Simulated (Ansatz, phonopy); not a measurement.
# ZnIn (hypothetical, Fm-3m): a volume series of phonon spectra, part 3 of 3

Wanted: mode Grüneisen parameters of ZnIn (hypothetical) and a free-energy fit over volumes. The crystal structure is hypothetical: it was made by swapping elements on a known structure type.

Ansatz 0.2.0; DFT PBE, scalar-relativistic, plane waves, PAW.

So far. Step 9 (Single point at a scaled cell, V/V0 0.985): The run ends at a pressure of 0.62 GPa. Step 10 (Phonons, V/V0 0.985): The lowest solved frequency is -34.6 cm⁻¹, so the cell is unstable here and gives no valid free energy. The highest zone-centre mode (no LO–TO term) moved by +3.3 % for a volume change of -1.5 %.

## (11) Single point at a scaled cell, V/V0 1.03

Symmetry fixes every atom, so a single point at the scaled cell gives the energy and pressure of this member.

The cell differs from the one that the last finished run ended in (a 4.034 → 4.094 Å, b 4.034 → 4.094 Å, c 4.034 → 4.094 Å).

input.yaml reads:

```yaml
crystal:
  lattice:
    - [0.0, 2.8950756791, 2.8950756791]
    - [2.8950756791, 0.0, 2.8950756791]
    - [2.8950756791, 2.8950756791, 0.0]
  atoms:
    - { symbol: In, position: [0.0, 0.0, 0.0] }
    - { symbol: Zn, position: [0.5, 0.5, 0.5] }
kpoints:
  mp_grid: { grid: [12, 12, 12] }
hamiltonian:
  xc: pbe
scf:
  occupations: { method: methfessel_paxton, width: 0.15 }
output:
  forces: true
  stress: true
  eigenvalues: true
```

Command:

```console
ansatz run input.yaml --threads 4 --pin off --max-ram 8192MiB --backend cpu --events-out ev --progress --plain --runs-dir out
```

Numbers of over 12 decimals in the logs are rounded to 6 here.

What it wrote:

```text
[...]
Crystal: 2 atoms, lattice volume = 48.530 Å³
Basis set: ecut = 420 eV, 941 PW (Γ), exchange–correlation on 60×60×60 points (8 copies of the dense FFT grid, shifted against one another)
Bands: 17, of which v1, the nominal top of the filled ones, is band 13 counted from 1 (12 counted from 0)
Symmetry: 48 space group operations
[...]
k-points: 72 of 1728
[...]
--- Band table (eV; the first three rows and the last of 72) ---
  k-point 0: bands = [... 9 lower, 1.1831, 1.1831, 11.6934, 11.6934, 11.6934, 13.4187, 16.7136, 16.7136]
  k-point 1: bands = [... 9 lower, 1.1771, 1.1771, 10.6611, 11.6838, 11.6838, 14.0565, 16.1188, 16.7674]
  k-point 2: bands = [... 9 lower, 1.1775, 1.1775, 9.0105, 11.6777, 11.6777, 14.2785, 15.7943, 15.7943]
  k-point 71: bands = [... 9 lower, 1.2297, 4.6152, 5.3010, 6.5274, 6.5274, 14.3087, 14.5607, 16.9039]
[key lines of the parts left out:]
SCF converged after 7 iterations
Free energy (F): -8916.544163 eV
Fermi energy:    8.299086 eV
P = ⅓ Tr σ = -1.0220 GPa (-10.220 kbar)
```

Wall time 0.84 s (4 threads of Arm Neoverse V2, shared host); peak memory 0.37 GiB; 2.8 s of CPU time.

The run ends at a pressure of -1.02 GPa.

## (12) Phonons, V/V0 1.03

The same q-mesh and k-mesh are kept at every volume, so that much of their error can cancel in the differences.

input.yaml, the sections that differ from step 11:

```yaml
output:
  eigenvalues: true
phonons:
  method: dfpt
  qmesh: [4, 4, 4]
  temperatures: { t_max: 1000, t_step: 50 }
  qpath:
    path:
      - [[0.0, 0.0, 0.0], [0.5, 0.0, 0.5], [0.625, 0.25, 0.625]]
      - [[0.375, 0.375, 0.75], [0.0, 0.0, 0.0], [0.5, 0.5, 0.5], [0.5, 0.25, 0.75], [0.5, 0.0, 0.5]]
    npoints: 10
# crystal, kpoints, hamiltonian, scf: as in step 11
```

What it wrote:

```text
[...]
Crystal: 2 atoms, lattice volume = 48.530 Å³
Basis set: ecut = 420 eV, 941 PW (Γ), exchange–correlation on 60×60×60 points (8 copies of the dense FFT grid, shifted against one another)
Bands: 17, of which v1, the nominal top of the filled ones, is band 13 counted from 1 (12 counted from 0)
Symmetry: 48 space group operations
k-points: 72 of 1728
[...]
k-point 71: bands = [... 9 lower, 1.2301, 4.6153, 5.3011, 6.5274, 6.5274, 14.3087, 14.5608, 16.9039]
[...]
ASR residual: 1.114e-5 → 0.000e0 eV/Å²; symmetrization residual: 2.410e-6 eV/Å²
  ASR residual per site (eV/Å²): 3.28e-6 1.11e-5
  Γ frequencies (cm⁻¹): 0.00 0.00 0.00 114.93 114.93 114.93
--- Phonons (arbitrary-q DFPT): 8 irreducible q on the 4×4×4 mesh ---
[...]
interpolated dispersion: 62 rows × 6 modes
[...]
[key lines of the parts left out:]
SCF converged after 10 iterations
Free energy (F): -8916.544163 eV
Fermi energy:    8.299119 eV
```

The job ended after 4.9 min (4 threads; peak memory 3.6 GiB).

No LO-TO term. The phonon branches at the labelled points (cm⁻¹):

```tsv
point	branch 1	branch 2	branch 3	branch 4	branch 5	branch 6
Γ	0	0	0	115	115	115
halfway	-20	-20	67	96	121	121
X	-24	-18	-18	128	128	136
halfway	-28	-11	-11	124	125	136
U	-35	27	28	114	117	134
jump to K	-35	27	28	114	117	134
halfway	-16	54	67	89	99	122
Γ	0	0	0	115	115	115
halfway	38	38	46	102	102	114
L	63	63	77	85	85	96
halfway	10	14	66	87	118	118
W	-28	-28	70	90	132	132
halfway	-30	-22	31	116	128	135
X	-24	-18	-18	128	128	136
```

The phonon branches as a text plot (rows in cm⁻¹):

```
    133 |           *********                            ********
    126 |       *********    ***                       **    ****
    119 | ****** *      ***     ******  ****          *       *
    111 |***    *         **      ********* **       *       *
    104 |                  **    ***       ** **   **       *
     97 |   *  *            *** **           ** ****
     90 |    **              ****              ** **********
     83 |                      *                 **
     75 |                      *                ***
     68 |    ***             ** *              *   *********
     61 |                    ***              * ***
     54 |   *   *           *   **           * *   *        *
     47 |                        *          ***     *
     40 |                  *      **       **       *        *
     32 |  *     *                **       *         *
     25 |                **         *     *          *
     18 | *                              *                    *
     11 |               *            *  *             *
      4 | **                      ****
     -4 |*  *     **                  **
    -11 |    **        *         *                             *
    -18 |      *    ***         *                      *      ***
    -25 |       **** ***       *                        *********
    -32 |               *******                            ***
         Γ           X  U|K            Γ         L        W     X
```

The lowest solved frequency is -28.5 cm⁻¹, so the cell is unstable here and gives no valid free energy. The highest zone-centre mode (no LO–TO term) moved by -6.5 % for a volume change of +3.0 %.

## (13) A cell at another volume, V/V0 0.97

Symmetry fixes every atom, so a single point at the scaled cell gives the energy and pressure of this member.

The cell differs from the one that the last finished run ended in (a 4.094 → 4.013 Å, b 4.094 → 4.013 Å, c 4.094 → 4.013 Å).

input.yaml, the sections that differ from step 12:

```yaml
crystal:
  lattice:
    - [0.0, 2.8377323041, 2.8377323041]
    - [2.8377323041, 0.0, 2.8377323041]
    - [2.8377323041, 2.8377323041, 0.0]
  atoms:
    - { symbol: In, position: [0.0, 0.0, 0.0] }
    - { symbol: Zn, position: [0.5, 0.5, 0.5] }
output:
  forces: true
  stress: true
  eigenvalues: true
# kpoints, hamiltonian, scf: as in step 12
# phonons: removed
```

What it wrote:

```text
[...]
Crystal: 2 atoms, lattice volume = 45.703 Å³
Basis set: ecut = 420 eV, 893 PW (Γ), exchange–correlation on 54×54×54 points (8 copies of the dense FFT grid, shifted against one another)
Bands: 17, of which v1, the nominal top of the filled ones, is band 13 counted from 1 (12 counted from 0)
Symmetry: 48 space group operations
[...]
k-points: 72 of 1728
[...]
--- Band table (eV; the first three rows and the last of 72) ---
  k-point 0: bands = [... 9 lower, 1.8442, 1.8442, 12.5910, 12.5910, 12.5910, 14.8873, 17.6978, 17.6978]
  k-point 1: bands = [... 9 lower, 1.8364, 1.8364, 11.5839, 12.5803, 12.5803, 15.4439, 17.0179, 17.8358]
  k-point 2: bands = [... 9 lower, 1.8318, 1.8318, 9.8701, 12.5729, 12.5729, 15.4585, 16.8417, 16.8417]
  k-point 71: bands = [... 9 lower, 1.8889, 5.3942, 6.0047, 7.1082, 7.1082, 15.4389, 15.6443, 17.8667]
[key lines of the parts left out:]
SCF converged after 6 iterations
Free energy (F): -8916.543340 eV
Fermi energy:    9.018897 eV
P = ⅓ Tr σ = 1.2973 GPa (12.973 kbar)
```

It took 0.77 s on 4 threads; peak memory 0.37 GiB; 2.6 s of CPU time.

The run ends at a pressure of 1.30 GPa.

## (14) Phonons, V/V0 0.97

The same q-mesh and k-mesh are kept at every volume, so that much of their error can cancel in the differences.

input.yaml, the sections that differ from step 13:

```yaml
output:
  eigenvalues: true
phonons:
  method: dfpt
  qmesh: [4, 4, 4]
  temperatures: { t_max: 1000, t_step: 50 }
  qpath:
    path:
      - [[0.0, 0.0, 0.0], [0.5, 0.0, 0.5], [0.625, 0.25, 0.625]]
      - [[0.375, 0.375, 0.75], [0.0, 0.0, 0.0], [0.5, 0.5, 0.5], [0.5, 0.25, 0.75], [0.5, 0.0, 0.5]]
    npoints: 10
# crystal, kpoints, hamiltonian, scf: as in step 13
```

What it wrote:

```text
[...]
Crystal: 2 atoms, lattice volume = 45.703 Å³
Basis set: ecut = 420 eV, 893 PW (Γ), exchange–correlation on 54×54×54 points (8 copies of the dense FFT grid, shifted against one another)
Bands: 17, of which v1, the nominal top of the filled ones, is band 13 counted from 1 (12 counted from 0)
Symmetry: 48 space group operations
k-points: 72 of 1728
[...]
k-point 71: bands = [... 9 lower, 1.8887, 5.3941, 6.0047, 7.1082, 7.1082, 15.4389, 15.6443, 17.8666]
[...]
ASR residual: 4.057e-6 → 0.000e0 eV/Å²; symmetrization residual: 2.721e-6 eV/Å²
  ASR residual per site (eV/Å²): 4.06e-6 3.46e-6
  Γ frequencies (cm⁻¹): 0.00 0.00 0.00 131.05 131.05 131.05
--- Phonons (arbitrary-q DFPT): 8 irreducible q on the 4×4×4 mesh ---
[...]
interpolated dispersion: 62 rows × 6 modes
[...]
[key lines of the parts left out:]
SCF converged after 10 iterations
Free energy (F): -8916.543340 eV
Fermi energy:    9.018874 eV
```

Run time: 4.7 min. Hardware: 4 threads; peak memory 3.4 GiB.

No LO-TO term. Phonon branches along the path, in cm⁻¹:

```tsv
point	branch 1	branch 2	branch 3	branch 4	branch 5	branch 6
Γ	0	0	0	131	131	131
halfway	-22	-22	78	110	138	138
X	-34	-24	-24	146	146	156
halfway	-38	-16	-16	142	144	155
U	-43	31	31	132	134	152
jump to K	-43	31	31	132	134	152
halfway	-21	63	77	103	113	138
Γ	0	0	0	131	131	131
halfway	43	43	54	118	118	129
L	74	74	89	98	98	110
halfway	13	18	78	101	134	135
W	-37	-37	80	103	150	150
halfway	-39	-28	35	133	147	154
X	-34	-24	-24	146	146	156
```

The phonon branches as a text plot (rows in cm⁻¹):

```
    152 |         ***********                            ********
    144 |       *********    ***                       **   *****
    135 | ****** *      ***     ******  ***           *       *
    127 |***    *          *      ************      **       *
    119 |   *               *    ***       ** **   **       *
    110 |      *            *** **           ** ****
    102 |    **              ****              ** **********
     94 |                      *                 *
     85 |                      *                ***
     77 |    ***             ** *              * * *********
     69 |                    ***              *** *
     60 |   *   *           *   **           **    *        *
     52 |                        ***        **      *
     44 |  *               *      **       **       *        *
     35 |        *                  *     **         *
     27 |                **         *     *
     19 | *                          *   *            *       *
     10 |               *               *             *
      2 |**                          ***
     -6 |  **                     ***
    -14 |    **   **   *         *                             *
    -23 |      *    ***         *                      *      ***
    -31 |       *******        *                        *  ***  *
    -39 |              ********                          *******
         Γ           X  U|K            Γ         L        W     X
```

The lowest solved frequency is -36.9 cm⁻¹, so the cell is unstable here and gives no valid free energy. The highest zone-centre mode (no LO–TO term) moved by +6.6 % for a volume change of -3.0 %.

## (15) Single point at a scaled cell, V/V0 1.05

Symmetry fixes every atom, so a single point at the scaled cell gives the energy and pressure of this member.

The cell differs from the one that the last finished run ended in (a 4.013 → 4.121 Å, b 4.013 → 4.121 Å, c 4.013 → 4.121 Å).

input.yaml, the sections that differ from step 14:

```yaml
crystal:
  lattice:
    - [0.0, 2.9136940408, 2.9136940408]
    - [2.9136940408, 0.0, 2.9136940408]
    - [2.9136940408, 2.9136940408, 0.0]
  atoms:
    - { symbol: In, position: [0.0, 0.0, 0.0] }
    - { symbol: Zn, position: [0.5, 0.5, 0.5] }
output:
  forces: true
  stress: true
  eigenvalues: true
# kpoints, hamiltonian, scf: as in step 14
# phonons: removed
```

What it wrote:

```text
[...]
Crystal: 2 atoms, lattice volume = 49.472 Å³
Basis set: ecut = 420 eV, 941 PW (Γ), exchange–correlation on 60×60×60 points (8 copies of the dense FFT grid, shifted against one another)
Bands: 17, of which v1, the nominal top of the filled ones, is band 13 counted from 1 (12 counted from 0)
Symmetry: 48 space group operations
[...]
k-points: 72 of 1728
[...]
--- Band table (eV; the first three rows and the last of 72) ---
  k-point 0: bands = [... 9 lower, 0.9817, 0.9817, 11.4179, 11.4179, 11.4179, 12.9694, 16.4111, 16.4111]
  k-point 1: bands = [... 9 lower, 0.9763, 0.9763, 10.3743, 11.4086, 11.4086, 13.6329, 15.8420, 16.4332]
  k-point 2: bands = [... 9 lower, 0.9779, 0.9779, 8.7445, 11.4030, 11.4030, 13.9068, 15.4714, 15.4714]
  k-point 71: bands = [... 9 lower, 1.0285, 4.3762, 5.0865, 6.3499, 6.3499, 13.9616, 14.2288, 16.6068]
[key lines of the parts left out:]
SCF converged after 7 iterations
Free energy (F): -8916.536534 eV
Fermi energy:    8.072418 eV
P = ⅓ Tr σ = -1.5548 GPa (-15.548 kbar)
```

Run time: 0.81 s. Hardware: 4 threads; peak memory 0.38 GiB; 2.7 s of CPU time.

The run ends at a pressure of -1.55 GPa.

## (16) Lattice dynamics at this volume, V/V0 1.05

The same q-mesh and k-mesh are kept at every volume, so that much of their error can cancel in the differences.

input.yaml, the sections that differ from step 15:

```yaml
output:
  eigenvalues: true
phonons:
  method: dfpt
  qmesh: [4, 4, 4]
  temperatures: { t_max: 1000, t_step: 50 }
  qpath:
    path:
      - [[0.0, 0.0, 0.0], [0.5, 0.0, 0.5], [0.625, 0.25, 0.625]]
      - [[0.375, 0.375, 0.75], [0.0, 0.0, 0.0], [0.5, 0.5, 0.5], [0.5, 0.25, 0.75], [0.5, 0.0, 0.5]]
    npoints: 10
# crystal, kpoints, hamiltonian, scf: as in step 15
```

What it wrote:

```text
[...]
Crystal: 2 atoms, lattice volume = 49.472 Å³
Basis set: ecut = 420 eV, 941 PW (Γ), exchange–correlation on 60×60×60 points (8 copies of the dense FFT grid, shifted against one another)
Bands: 17, of which v1, the nominal top of the filled ones, is band 13 counted from 1 (12 counted from 0)
Symmetry: 48 space group operations
k-points: 72 of 1728
[...]
k-point 71: bands = [... 9 lower, 1.0288, 4.3763, 5.0865, 6.3499, 6.3499, 13.9617, 14.2288, 16.6068]
[...]
ASR residual: 1.015e-5 → 0.000e0 eV/Å²; symmetrization residual: 1.736e-6 eV/Å²
  ASR residual per site (eV/Å²): 4.92e-6 1.01e-5
  Γ frequencies (cm⁻¹): 0.00 0.00 0.00 109.82 109.82 109.82
--- Phonons (arbitrary-q DFPT): 8 irreducible q on the 4×4×4 mesh ---
[...]
interpolated dispersion: 62 rows × 6 modes
[...]
[key lines of the parts left out:]
SCF converged after 10 iterations
Free energy (F): -8916.536534 eV
Fermi energy:    8.072449 eV
```

It took 5 min on 4 threads; peak memory 3.6 GiB.

The lowest solved frequency is -26.6 cm⁻¹, so the cell is unstable here and gives no valid free energy. The highest zone-centre mode (no LO–TO term) moved by -10.6 % for a volume change of +5.0 %.

## (17) How the modes move with volume

This step: DFT PBE, scalar-relativistic, plane waves, PAW (phonopy 4.10.0).

Volume series, by row:

```tsv
V/V0	V (Å³/atom)	pressure (GPa)	E - E0 (meV/atom)	gap (eV)	zero-point energy (meV/atom)	lowest on the path (cm⁻¹)	highest at Gamma without the LO-TO term (cm⁻¹)
0.97	22.85	1.297	2.734	0	-	-43.59	131.1
0.985	23.2	0.619	0.65	0	-	-41.63	126.9
1	23.56	0.001	0	0	-	-39.75	122.9
1.015	23.91	-0.548	0.648	0	-	-37.87	118.9
1.03	24.27	-1.022	2.44	0	-	-35.95	114.9
1.05	24.74	-1.555	6.319	0	-	-33.4	109.8
```

Table of optical frequency at Gamma without the LO-TO term, mode 4 by V/V0:

```tsv
V/V0	optical frequency at Gamma without the LO-TO term, mode 4 (cm⁻¹)
0.9700	131
0.9850	127
1.0000	123
1.0150	119
1.0300	115
1.0500	110
```

## (18) Summary of results

| Property | Result |
| --- | --- |
| lowest frequency over the volumes | -43.6 cm⁻¹ |

What this shows: Imaginary modes appear at V/V0 = 0.97, 0.985, 1, 1.015, 1.03 and 1.05, so too few stable volumes remain for a free-energy fit. Mode Grüneisen parameters diverge near a vanishing branch and are not given. The softest solved mode at V/V0 = 0.97 is 37i cm⁻¹ at q = (0.25, -0.5, -0.25), and 5 of 8 solved wavevectors carry a mode beyond 8i cm⁻¹. In a metal soft modes also hang on the k-mesh and the smearing, which were not converged here. The program warned that a few bands missed the eigensolver's threshold in at least one of the runs.

[Logs are printed without paths, hosts, clocks, repeated set-up lines and the standing remarks that a program may print on its own settings, such as how far it seeks lower states.]

[Hosts, paths, dates, database ids (printed as entryN), source tags and the programs' standing remarks are cut or masked in the printed files.]

[A step with changed settings may run another functional than the one named; its input shows which.]


